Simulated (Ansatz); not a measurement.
# Na on Pt(111): change of the work function, part 2 of 3

How does Na on the fcc site change the work function of Pt(111) as the layer fills?

Ansatz 0.2.0; plane-wave DFT, PBE, Ansatz PAW.

So far, work function, upper face (eV): step 2 (the clean slab) 5.70.

## Step 3: Adsorbate added, k-mesh 4×4×1, coverage 0.111 ML

System of this step: Na/Pt(111). The cell holds 37 atoms: 36 Pt and 1 Na. Its edges and angles: a = 8.316 Å, b = 8.316 Å, c = 27.573 Å, α = 90.0°, β = 90.0°, γ = 60.0°. Vacuum lies along c.

The clean slab as it ended is repeated in the plane and the adsorbate is set on one face; the cell's size fixes the coverage, and the k-mesh shrinks with it to keep the sampling density about even. Adsorbate and upper layers relax, since the dipole depends on the height.

input.yaml reads:

```yaml
crystal:
  lattice:
    - [8.3155757468, 1.0e-10, 0.0]
    - [4.1577878733, 7.2014998438, 0.0]
    - [0.0, 0.0, 27.5728452664]
  atoms:
    - { symbol: Pt, position: [0.0, 0.0, 0.3264080987] }
    - { symbol: Pt, position: [0.1111111111, 0.1111111111, 0.4084893288] }
    - { symbol: Pt, position: [0.2222222222, 0.2222222222, 0.4921498822] }
    - { symbol: Pt, position: [0.0, 0.0, 0.576853542] }
    - { symbol: Pt, position: [0.0, 0.3333333333, 0.3264080987] }
    - { symbol: Pt, position: [0.1111111111, 0.4444444444, 0.4084893288] }
    - { symbol: Pt, position: [0.2222222222, 0.5555555556, 0.4921498822] }
    - { symbol: Pt, position: [0.0, 0.3333333333, 0.576853542] }
    - { symbol: Pt, position: [0.0, 0.6666666667, 0.3264080987] }
    - { symbol: Pt, position: [0.1111111111, 0.7777777778, 0.4084893288] }
    - { symbol: Pt, position: [0.2222222222, 0.8888888889, 0.4921498822] }
    - { symbol: Pt, position: [0.0, 0.6666666667, 0.576853542] }
    - { symbol: Pt, position: [0.3333333333, 0.0, 0.3264080987] }
    - { symbol: Pt, position: [0.4444444444, 0.1111111111, 0.4084893288] }
    - { symbol: Pt, position: [0.5555555556, 0.2222222222, 0.4921498822] }
    - { symbol: Pt, position: [0.3333333333, 0.0, 0.576853542] }
    - { symbol: Pt, position: [0.3333333333, 0.3333333333, 0.3264080987] }
    - { symbol: Pt, position: [0.4444444444, 0.4444444444, 0.4084893288] }
    - { symbol: Pt, position: [0.5555555556, 0.5555555556, 0.4921498822] }
    - { symbol: Pt, position: [0.3333333333, 0.3333333333, 0.576853542] }
    - { symbol: Pt, position: [0.3333333333, 0.6666666667, 0.3264080987] }
    - { symbol: Pt, position: [0.4444444444, 0.7777777778, 0.4084893288] }
    - { symbol: Pt, position: [0.5555555556, 0.8888888889, 0.4921498822] }
    - { symbol: Pt, position: [0.3333333333, 0.6666666667, 0.576853542] }
    - { symbol: Pt, position: [0.6666666667, 0.0, 0.3264080987] }
    - { symbol: Pt, position: [0.7777777778, 0.1111111111, 0.4084893288] }
    - { symbol: Pt, position: [0.8888888889, 0.2222222222, 0.4921498822] }
    - { symbol: Pt, position: [0.6666666667, 0.0, 0.576853542] }
    - { symbol: Pt, position: [0.6666666667, 0.3333333333, 0.3264080987] }
    - { symbol: Pt, position: [0.7777777778, 0.4444444444, 0.4084893288] }
    - { symbol: Pt, position: [0.8888888889, 0.5555555556, 0.4921498822] }
    - { symbol: Pt, position: [0.6666666667, 0.3333333333, 0.576853542] }
    - { symbol: Pt, position: [0.6666666667, 0.6666666667, 0.3264080987] }
    - { symbol: Pt, position: [0.7777777778, 0.7777777778, 0.4084893288] }
    - { symbol: Pt, position: [0.8888888889, 0.8888888889, 0.4921498822] }
    - { symbol: Pt, position: [0.6666666667, 0.6666666667, 0.576853542] }
    - { symbol: Na, position: [0.1111111111, 0.1111111111, 0.6735919013] }
kpoints:
  mp_grid: { grid: [4, 4, 1] }
hamiltonian:
  xc: pbe
scf:
  occupations: { method: fermi_dirac, width: 0.1 }
  convergence: { dr2_threshold: 1.0e-08 }
efield:
  axis: 3
  dipole_correction: true
  ramp_position: 0.97
  ramp_width: 0.06
relax:
  f_tol: 0.02
  max_steps: 60
  constraints:
    - { sites: [0, 1, 4, 5, 8, 9, 12, 13, 16, 17, 20, 21, 24, 25, 28, 29, 32, 33] }
output:
  write_potential: true
  write_density: true
  volumetric_format: npy
```

Run with:

```sh
> ansatz run input.yaml --threads 4 --pin off --max-ram 16384MiB --backend cpu --events-out ev --progress --plain --runs-dir out
```

The program printed:

```text
[...]
Crystal: 37 atoms, lattice volume = 1651.189 Å³
Basis set: ecut = 420 eV, 32157 PW (Γ), exchange–correlation on 120×120×384 points (8 copies of the dense FFT grid, shifted against one another)
Bands: 395, of which v1, the nominal top of the filled ones, is band 329 counted from 1 (328 counted from 0)
Symmetry: 6 space group operations
[...]
k-points: 4 of 16 (time reversal used)
[...]
SCF iter   1: F=—  HF=-452307.039185 eV  |F-HF|=—  |Δ(HF+E_count)|=         —  Δρ=5.79e-3  dr2=5.42e0  ethr=1.77e-3  p=0.774 e·Å  D=8.48e-2 V/Å  ΔV_dip=-2.34 eV  dr2_dipole=1.60e0  V_vac-E_F(+/−)=2.87/5.20 eV  ⟨swp⟩=7.0  Hψ=6167  notcnv=0  defer=106
[...]
SCF iter  13: F=-452306.983317 eV  HF=-452306.983317 eV  |F-HF|=2.68e-9  |Δ(HF+E_count)|=   1.90e-8  Δρ=2.75e-7  dr2=3.51e-9  ethr=1.52e-12  p=0.949 e·Å  D=1.04e-1 V/Å  ΔV_dip=-2.87 eV  dr2_dipole=2.26e-10  V_vac-E_F(+/−)=2.78/5.65 eV  ⟨swp⟩=9.0  Hψ=10357  notcnv=0
SCF 1 converged in 13 iterations: F = -452306.983317 eV  dr2 = 3.51e-9
[...]
relax step   1: F+E_penalty+E_count = -452306.98331736 eV  Δ(F+E_penalty+E_count) = +0.000e0 eV  max|allowed force component| = 6.775e-1 eV/Å  Δτ_max = 0.0000 Å  (13 SCF iters, accepted)
[...]
SCF iter  12: F=-452307.050184 eV  HF=-452307.050184 eV  |F-HF|=4.89e-9  |Δ(HF+E_count)|=   1.22e-8  Δρ=2.39e-7  dr2=2.63e-9  ethr=1.52e-12  p=0.869 e·Å  D=9.52e-2 V/Å  ΔV_dip=-2.63 eV  dr2_dipole=1.01e-11  V_vac-E_F(+/−)=3.02/5.65 eV  ⟨swp⟩=8.0  Hψ=9169  notcnv=0
SCF 2 converged in 12 iterations: F = -452307.050184 eV  dr2 = 2.63e-9
[...]
relax step   2: F+E_penalty+E_count = -452307.05018413 eV  Δ(F+E_penalty+E_count) = -6.687e-2 eV  max|allowed force component| = 3.794e-1 eV/Å  Δτ_max = 0.1181 Å  (12 SCF iters, accepted)
SCF iter   1: F=—  HF=-452307.073600 eV  |F-HF|=—  |Δ(HF+E_count)|=         —  Δρ=1.33e-3  dr2=5.04e-2  ethr=5.47e-4  p=0.869 e·Å  D=9.52e-2 V/Å  ΔV_dip=-2.63 eV  dr2_dipole=1.92e-3  V_vac-E_F(+/−)=3.02/5.65 eV  ⟨swp⟩=4.5  Hψ=2892  notcnv=0  defer=129
[...]
SCF iter  11: F=-452307.074074 eV  HF=-452307.074074 eV  |F-HF|=1.32e-8  |Δ(HF+E_count)|=   4.78e-8  Δρ=3.37e-7  dr2=4.40e-9  ethr=1.52e-12  p=0.785 e·Å  D=8.60e-2 V/Å  ΔV_dip=-2.37 eV  dr2_dipole=1.91e-11  V_vac-E_F(+/−)=3.28/5.65 eV  ⟨swp⟩=9.0  Hψ=10255  notcnv=0
SCF 3 converged in 11 iterations: F = -452307.074074 eV  dr2 = 4.40e-9
[...]
relax step   3: F+E_penalty+E_count = -452307.07407359 eV  Δ(F+E_penalty+E_count) = -2.389e-2 eV  max|allowed force component| = 1.560e-1 eV/Å  Δτ_max = 0.1691 Å  (11 SCF iters, accepted)
[...]
relax step   4: F+E_penalty+E_count = -452307.07810007 eV  Δ(F+E_penalty+E_count) = -4.026e-3 eV  max|allowed force component| = 2.246e-2 eV/Å  Δτ_max = 0.0547 Å  (10 SCF iters, accepted)
SCF iter   1: F=—  HF=-452307.079722 eV  |F-HF|=—  |Δ(HF+E_count)|=         —  Δρ=9.35e-5  dr2=2.59e-4  ethr=8.04e-8  p=0.812 e·Å  D=8.90e-2 V/Å  ΔV_dip=-2.45 eV  dr2_dipole=3.88e-5  V_vac-E_F(+/−)=3.20/5.65 eV  ⟨swp⟩=3.0  Hψ=2932  notcnv=0  defer=137
[...]
SCF iter   7: F=-452307.078201 eV  HF=-452307.078201 eV  |F-HF|=2.04e-8  |Δ(HF+E_count)|=   8.10e-8  Δρ=3.66e-7  dr2=5.58e-9  ethr=1.52e-12  p=0.809 e·Å  D=8.87e-2 V/Å  ΔV_dip=-2.44 eV  dr2_dipole=6.12e-11  V_vac-E_F(+/−)=3.20/5.65 eV  ⟨swp⟩=9.0  Hψ=10184  notcnv=0
SCF 5 converged in 7 iterations: F = -452307.078201 eV  dr2 = 5.58e-9
relax step   5: F+E_penalty+E_count = -452307.07820084 eV  Δ(F+E_penalty+E_count) = -1.008e-4 eV  max|allowed force component| = 1.141e-3 eV/Å  Δτ_max = 0.0040 Å  (7 SCF iters, accepted)
NSCF: frozen V_eff on 4 k-points
[...]
WARN: The output density's exchange-correlation potential varies sharply where the density is thin. Do not read a vacuum level from v_tot or v_xc, or from such a field of the output density. On a cell that repeats whose density bears no net charge and no dipole along the vacuum's axis use v_es (v_loc + v_h of the components); under efield.dipole_correction with no amplitude use v_es + v_field, which holds any externa [...]
SCF converged after 7 iterations
Free energy (F): -452307.078201 eV
[...]
Internal energy: -452305.140327 eV  (E = F + TS)
E sigma→0 (E₀):  -452306.109264 eV
Entropy (-TS):   -1.937874 eV (-52.375 meV/atom)
Fermi energy:    4.778206 eV
Dipole field:    D = 0.088671 V/Å  (p = 0.809131 e·Å, saw-weighted, corrected)
Work function:   Φ+ = 3.2038 eV   Φ− = 5.6488 eV
[...]
--- Forces (eV/Å), atoms counted from 1 ---
  atom   1  Pt     0.00395553     0.00228373    -0.48461466
  atom   2  Pt    -0.00000000     0.00000000     0.51223832
  atom   3  Pt     0.00002883     0.00001664    -0.00092850
  atom   4  Pt     0.00098821     0.00057054     0.00041250
  atom   5  Pt     0.00000000    -0.00456746    -0.48461466
  atom   6  Pt     0.00737770     0.01346770     0.48655944
  atom   7  Pt    -0.00010873     0.00006277    -0.00034761
  atom   8  Pt     0.00000000    -0.00114109     0.00041250
  atom   9  Pt     0.00062284    -0.00035960    -0.47663909
  atom  10  Pt    -0.00797452    -0.01312313     0.48655944
  atom  11  Pt     0.00000000    -0.00003328    -0.00092850
  atom  12  Pt     0.00032427    -0.00018722     0.00020339
  atom  13  Pt    -0.00395553     0.00228373    -0.48461466
  atom  14  Pt     0.01535222    -0.00034457     0.48655944
  atom  15  Pt     0.00000000    -0.00012555    -0.00034761
  atom  16  Pt    -0.00098821     0.00057054     0.00041250
  atom  17  Pt    -0.00220628    -0.00127379    -0.47966311
  atom  18  Pt    -0.00000000     0.00000000     0.51808907
  atom  19  Pt     0.00010873     0.00006277    -0.00034761
  atom  20  Pt    -0.00081671    -0.00047153    -0.00001076
  atom  21  Pt    -0.00000000     0.00254759    -0.47966311
  atom  22  Pt     0.00797452    -0.01312313     0.48655944
  atom  23  Pt     0.00051614    -0.00029799    -0.00110083
  atom  24  Pt    -0.00000000     0.00094306    -0.00001076
  atom  25  Pt    -0.00000000     0.00071919    -0.47663909
  atom  26  Pt    -0.01535222    -0.00034457     0.48655944
  atom  27  Pt    -0.00002883     0.00001664    -0.00092850
  atom  28  Pt    -0.00000000     0.00037443     0.00020339
  atom  29  Pt     0.00220628    -0.00127379    -0.47966311
  atom  30  Pt    -0.00737770     0.01346770     0.48655944
  atom  31  Pt    -0.00000000     0.00059598    -0.00110083
  atom  32  Pt     0.00081671    -0.00047153    -0.00001076
  atom  33  Pt    -0.00062284    -0.00035960    -0.47663909
  atom  34  Pt    -0.00000000     0.00000000     0.37860757
  atom  35  Pt    -0.00051614    -0.00029799    -0.00110083
  atom  36  Pt    -0.00032427    -0.00018722     0.00020339
  atom  37  Na    -0.00000000     0.00000000    -0.00022932
  max |Σ_I F_I| component: 3.77e-6 eV/Å
--- Band table (eV) ---
  k-point 0: bands = [... 325 lower, 4.4177, 4.4177, 4.4257, 4.4297, 4.4297, 4.4398, 4.4398, 4.4793, ... 62 higher]
  k-point 1: bands = [... 325 lower, 4.6438, 4.6504, 4.6525, 4.6729, 4.7504, 4.7954, 4.8473, 4.8474, ... 62 higher]
  k-point 2: bands = [... 325 lower, 4.7745, 4.7752, 4.7758, 4.7840, 4.7845, 4.9546, 5.0805, 5.0824, ... 62 higher]
  k-point 3: bands = [... 325 lower, 4.6611, 4.8076, 4.8727, 4.8750, 4.9030, 4.9053, 4.9151, 4.9385, ... 62 higher]
--- Relaxed structure (5 steps of the walk, 5 accepted, 0 SCFs on fresh bases) ---
  F+E_penalty+E_count = -452307.07820084 eV   max|allowed force component| = 1.141e-3 eV/Å
  atoms:
    - { symbol: Pt, position: [1.111111e-11, 1.111111e-11, 0.326408] }
    - { symbol: Pt, position: [0.111111, 0.111111, 0.408489] }
    - { symbol: Pt, position: [0.222281, 0.222281, 0.492312] }
    - { symbol: Pt, position: [-0.00101926, -0.00101926, 0.577160] }
    - { symbol: Pt, position: [1.111114e-11, 0.333333, 0.326408] }
    - { symbol: Pt, position: [0.111111, 0.444444, 0.408489] }
    - { symbol: Pt, position: [0.222421, 0.555456, 0.492461] }
    - { symbol: Pt, position: [-0.00101926, 0.335372, 0.577160] }
    - { symbol: Pt, position: [-2.222211e-11, 0.666667, 0.326408] }
    - { symbol: Pt, position: [0.111111, 0.777778, 0.408489] }
    - { symbol: Pt, position: [0.222281, 0.888771, 0.492312] }
    - { symbol: Pt, position: [-6.826202e-5, 0.666701, 0.577250] }
    - { symbol: Pt, position: [0.333333, 1.111111e-11, 0.326408] }
    - { symbol: Pt, position: [0.444444, 0.111111, 0.408489] }
    - { symbol: Pt, position: [0.555456, 0.222421, 0.492461] }
    - { symbol: Pt, position: [0.335372, -0.00101926, 0.577160] }
    - { symbol: Pt, position: [0.333333, 0.333333, 0.326408] }
    - { symbol: Pt, position: [0.444444, 0.444444, 0.408489] }
    - { symbol: Pt, position: [0.555456, 0.555456, 0.492461] }
    - { symbol: Pt, position: [0.333351, 0.333351, 0.577614] }
    - { symbol: Pt, position: [0.333333, 0.666667, 0.326408] }
    - { symbol: Pt, position: [0.444444, 0.777778, 0.408489] }
    - { symbol: Pt, position: [0.555782, 0.888776, 0.492153] }
    - { symbol: Pt, position: [0.333351, 0.666631, 0.577614] }
    - { symbol: Pt, position: [0.666667, -2.222220e-11, 0.326408] }
    - { symbol: Pt, position: [0.777778, 0.111111, 0.408489] }
    - { symbol: Pt, position: [0.888771, 0.222281, 0.492312] }
    - { symbol: Pt, position: [0.666701, -6.826202e-5, 0.577250] }
    - { symbol: Pt, position: [0.666667, 0.333333, 0.326408] }
    - { symbol: Pt, position: [0.777778, 0.444444, 0.408489] }
    - { symbol: Pt, position: [0.888776, 0.555782, 0.492153] }
    - { symbol: Pt, position: [0.666631, 0.333351, 0.577614] }
    - { symbol: Pt, position: [0.666667, 0.666667, 0.326408] }
    - { symbol: Pt, position: [0.777778, 0.777778, 0.408489] }
    - { symbol: Pt, position: [0.888776, 0.888776, 0.492153] }
    - { symbol: Pt, position: [0.666701, 0.666701, 0.577250] }
    - { symbol: Na, position: [0.111111, 0.111111, 0.665015] }
```

The job ended after 15 min (4 threads of Arm Neoverse V1, shared host; peak memory 11 GiB).

The steps of the relaxation:

| step | energy less that of the first step (eV) | largest force component (eV/Å) |
| --- | --- | --- |
| 1 | 0.0000 | 0.6775 |
| 2 | -0.0669 | 0.3794 |
| 3 | -0.0908 | 0.1560 |
| 4 | -0.0948 | 0.0225 |
| 5 | -0.0949 | 0.0011 |

Forces are held to the 6 operations that the program found; a distortion that breaks them can't arise in this run.

The atoms that moved most (Å):

| atom | dx | dy | dz | length |
| --- | --- | --- | --- | --- |
| Na37 | 0.000 | 0.000 | -0.236 | 0.236 |
| Pt24 | 0.000 | 0.000 | 0.021 | 0.021 |
| Pt32 | 0.000 | 0.000 | 0.021 | 0.021 |
| Pt20 | 0.000 | 0.000 | 0.021 | 0.021 |
| Pt16 | 0.013 | -0.007 | 0.008 | 0.017 |
| Pt4 | -0.013 | -0.007 | 0.008 | 0.017 |
| Pt8 | 0.000 | 0.015 | 0.008 | 0.017 |
| Pt36 | 0.000 | 0.000 | 0.011 | 0.011 |

Final coordinates:

```
Pt Na
1.0
     8.31558    0.00000    0.00000
     4.15779    7.20150    0.00000
     0.00000    0.00000   27.57285
Pt Na
36 1
Cartesian
  0.0000 0.0000 9.0000
  1.3859 0.8002 11.2632
  2.7726 1.6008 13.5745
  -0.0127 -0.0073 15.9139
  1.3859 2.4005 9.0000
  2.7719 3.2007 11.2632
  4.1590 4.0001 13.5786
  1.3859 2.4152 15.9139
  2.7719 4.8010 9.0000
  4.1578 5.6012 11.2632
  5.5437 6.4005 13.5745
  2.7714 4.8012 15.9164
  2.7719 0.0000 9.0000
  4.1578 0.8002 11.2632
  5.5437 1.6018 13.5786
  2.7846 -0.0073 15.9139
  4.1578 2.4005 9.0000
  5.5437 3.2007 11.2632
  6.9284 4.0001 13.5786
  4.1580 2.4006 15.9265
  5.5437 4.8010 9.0000
  6.9296 5.6012 11.2632
  8.3170 6.4005 13.5701
  5.5437 4.8007 15.9265
  5.5437 0.0000 9.0000
  6.9296 0.8002 11.2632
  8.3148 1.6008 13.5745
  5.5437 -0.0005 15.9164
  6.9296 2.4005 9.0000
  8.3156 3.2007 11.2632
  9.7015 4.0025 13.5701
  6.9294 2.4006 15.9265
  8.3156 4.8010 9.0000
  9.7015 5.6012 11.2632
  11.0860 6.4005 13.5701
  8.3160 4.8012 15.9164
  1.3859 0.8002 18.3363
```

This step gave:

```yaml
energy_at_zero_smearing: -452306.1093 eV
work_function_upper_face: 3.204 eV
work_function_lower_face: 5.649 eV
dipole_along_the_normal: 0.8091 e·Å
step_between_the_vacuum_levels: -2.445 eV
```

Running mean over 2.263 Å of the planar mean; the ramp of the sawtooth is left out. The electron's electrostatic potential energy less the Fermi level by z:

| z (Å) | electron's electrostatic potential energy less the Fermi level (eV) |
| --- | --- |
| 4 | 5.65 |
| 5 | 5.65 |
| 6 | 5.59 |
| 7 | 4.58 |
| 8 | -4.98 |
| 9 | -11.6 |
| 10 | -12.1 |
| 11 | -12.2 |
| 12 | -11.8 |
| 13 | -11.9 |
| 14 | -11.8 |
| 15 | -11.1 |
| 16 | -11.4 |
| 17 | -4.46 |
| 18 | 2.97 |
| 19 | 2.97 |
| 20 | 3.17 |
| 21 | 3.20 |
| 22 | 3.20 |
| 23 | 3.20 |
| 24 | 3.20 |

The relaxation took 5 steps and lowered the energy by 0.095 eV; the largest force on the free atoms ends at 0.0011 eV/Å.

The covered face has 3.20 eV, -2.50 eV against the clean one; the bare back face has moved by -0.02 eV, a measure of how thin the slab is.

(Part 2 of 3 ends here.)

[Long decimals in the printed logs are rounded to 6 places.]

[Logs are printed without paths, hosts, clocks, repeated set-up lines and the standing remarks that a program may print on its own settings, such as how far it seeks lower states.]

[Hosts, paths, dates, database ids (printed as entryN), source tags and the programs' standing remarks are cut or masked in the printed files.]

[Maps of the electrostatic potential energy from Ansatz leave out the sawtooth potential of an applied field or a dipole correction, so their vacuum need not be flat; planar profiles and work functions include it.]
